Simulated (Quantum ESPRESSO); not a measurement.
## MgS (Niningerite): a worked LO-TO splitting

Aim: work out the LO frequency and the static dielectric constant of MgS (Niningerite) from one linear-response run, then check them.

Method: DFT LDA, scalar-relativistic, plane waves, PseudoDojo norm-conserving pseudopotentials, in Quantum ESPRESSO 7.5.

### Step 1. The relaxed structure

It takes space group Fm-3m (No. 225, cubic). The conventional cell has a = 5.132 Å, b = 5.132 Å, c = 5.132 Å, α = 90.00°, β = 90.00°, γ = 90.00°. Nearest to Mg lie 6 S at 2.57 Å. S has 6 Mg at 2.57 Å nearest. Farther neighbours and most contacts between anions are not listed.

This is the cell after its relaxation at this level of theory, not the database cell from which that began.

### Step 2. What the response run gave

A linear-response run on the relaxed cell, with the response to an electric field; only its zone-centre results are used. Cutoff 92 Ry, k mesh 8×8×8.

What it wrote:

```text
[banners, grids, parts of the stress and lines that vanish by symmetry left out]
Program PHONON v.7.5
     Reading xml data from directory:

[...]
Exchange-correlation= PW
                           (   1   4   0   0   0   0   0)
[...]
kinetic-energy cut-off    =      92.0000  Ry
     charge density cut-off    =     368.0000  Ry
     convergence threshold     =      1.0E-18
[...]
Exchange-correlation= PW
                           (   1   4   0   0   0   0   0)
[...]
q = (   0.0000000   0.0000000   0.0000000 )
     49 Sym.Ops. (with q -> -q+G )
     G cutoff =  438.3117  (  27317 G-vectors)     FFT grid: ( 45, 45, 45)
     number of k points=    29
[...]
Mode symmetry, O_h (m-3m)  point group:
[...]
Dielectric constant
[...]
End of electric fields calculation
          Dielectric constant in cartesian axis
          (       5.647373184      -0.000000000       0.000000000 )
          (       0.000000000       5.647373184       0.000000000 )
          (      -0.000000000      -0.000000000       5.647373184 )
          Effective charges (d Force / dE) in cartesian axis without acoustic sum rule applied (asr)
           atom    1  Mg    Mean Z*:        2.30172
      Ex  (        2.30172        0.00000        0.00000 )
      Ey  (        0.00000        2.30172        0.00000 )
      Ez  (       -0.00000        0.00000        2.30172 )
           atom    2  S     Mean Z*:       -2.31409
      Ex  (       -2.31409       -0.00000       -0.00000 )
      Ey  (       -0.00000       -2.31409        0.00000 )
      Ez  (       -0.00000        0.00000       -2.31409 )
          Effective charges Sum: Mean:       -0.01238
[...]
Effective charges (d Force / dE) in cartesian axis with asr applied:
           atom    1  Mg    Mean Z*:        2.30790
[...]
atom    2  S     Mean Z*:       -2.30790
[...]
Representation #   1 modes #   1   2   3
[...]
End of self-consistent calculation
     Convergence has been achieved
     Representation #   2 modes #   4   5   6
[...]
End of self-consistent calculation
     Convergence has been achieved
[...]
Dielectric constant in cartesian axis
          (       5.647373184      -0.000000000       0.000000000 )
          (       0.000000000       5.647373184       0.000000000 )
          (      -0.000000000      -0.000000000       5.647373184 )
          Effective charges (d Force / dE) in cartesian axis without acoustic sum rule applied (asr)
           atom    1  Mg    Mean Z*:        2.30172
      Ex  (        2.30172        0.00000        0.00000 )
      Ey  (        0.00000        2.30172        0.00000 )
      Ez  (       -0.00000        0.00000        2.30172 )
           atom    2  S     Mean Z*:       -2.31409
      Ex  (       -2.31409       -0.00000       -0.00000 )
      Ey  (       -0.00000       -2.31409        0.00000 )
      Ez  (       -0.00000        0.00000       -2.31409 )
          Effective charges Sum: Mean:       -0.01238
[...]
Effective charges (d Force / dE) in cartesian axis with asr applied:
           atom    1  Mg    Mean Z*:        2.30790
[...]
atom    2  S     Mean Z*:       -2.30790
[...]
q = (    0.000000000   0.000000000   0.000000000 )
[...]
freq (    1) =       0.081207 [THz] =       2.708779 [cm-1]
     freq (    2) =       0.081207 [THz] =       2.708779 [cm-1]
     freq (    3) =       0.081207 [THz] =       2.708779 [cm-1]
     freq (    4) =       7.538247 [THz] =     251.448853 [cm-1]
     freq (    5) =       7.538247 [THz] =     251.448853 [cm-1]
     freq (    6) =       7.538247 [THz] =     251.448853 [cm-1]
[...]
Mode symmetry, O_h (m-3m)  point group:
     freq (   1-   3) =          2.7  [cm-1]   --> T_1u G_15  G_4- I
     freq (   4-   6) =        251.4  [cm-1]   --> T_1u G_15  G_4- I

   JOB DONE.
```

```csv
quantity,value
cell volume Ω (Å³),33.786
mass of Mg (u),24.305
mass of S (u),32.060
"Born charge of Mg, raw (e)",2.302
"Born charge of S, raw (e)",-2.314
ε∞,5.647
ω(TO) after the sum rule (cm⁻¹),251.4
```

### Step 3. The calculation

The charges must sum to zero over the cell; taking off their mean, -0.006 e, leaves Z* = 2.308 e on Mg. In the polar mode Mg moves against S, so the reduced mass is μ = 24.30 × 32.06 / 56.37 = 13.825 u.

A longitudinal wave builds up a field that adds to the restoring force: ω(LO)² = ω(TO)² + 4π Z*² / (μ Ω ε∞), in Hartree atomic units. With μ = 25201 electron masses and Ω = 228.00 bohr³ the second term is 2.0628e-06 Ha², or 99363 cm⁻² (1 Ha = 219474.6 cm⁻¹).

So ω(LO) = √(63217 + 99363) = 403.2 cm⁻¹, and by the Lyddane-Sachs-Teller relation ε₀ = ε∞ (ω(LO)/ω(TO))² = 14.52.

### Step 4. Check against the program

The analysis program adds the same non-analytic term to the full matrix, here for q along (1 0 0).

What it wrote:

```text
[banner, memory and clock lines left out]
Program DYNMAT v.7.5

     Reading Dynamical Matrix from file g.dyn
     ...Force constants read
     ...epsilon and Z* read

     Polarizability (A^3 units)
     multiply by 0.392292 for Clausius-Mossotti correction
        12.494777    0.000000   -0.000000
        -0.000000   12.494777   -0.000000
         0.000000    0.000000   12.494777

     IR activities are in (D/A)^2/amu units

# mode   [cm-1]    [THz]      IR
    1     -0.00   -0.0000    0.0000
    2     -0.00   -0.0000    0.0000
    3      0.00    0.0000    0.0000
    4    251.43    7.5376    8.8890
    5    251.43    7.5376    8.8890
    6    403.21   12.0880    8.8890
```

ε₀ comes from the program's run without a direction of q.

```csv
quantity,by hand,program
ω(LO) (cm⁻¹),403.2,403.2
ε₀,14.52,14.52
```

### Step 5. Results

```yaml
to_mode: 251.4 cm⁻¹
lo_mode: 403.2 cm⁻¹
static_dielectric_constant: 14.52
```

What this shows: The LO mode of MgS (Niningerite) lies at 403 cm⁻¹, 152 cm⁻¹ above the TO mode; the formula meets the program within 0.1 cm⁻¹, as it must for a cubic crystal with one polar mode. ω(LO)² − ω(TO)² goes with Z*²/ε∞: an error of 5 % in ε∞ would move the LO mode by 5.9 cm⁻¹, and semilocal functionals tend to overestimate ε∞. These are harmonic values at zero temperature, at the volume of this functional, for the structure held cubic; stability elsewhere in the zone is no part of this calculation.

[Host names and launcher messages were left out of these logs when they were recorded.]

[Logs are printed without paths, hosts, clocks, repeated set-up lines and the standing remarks that a program may print on its own settings, such as how far it seeks lower states.]

[Hosts, paths, dates, database ids (printed as entryN), source tags and the programs' standing remarks are cut or masked in the printed files.]
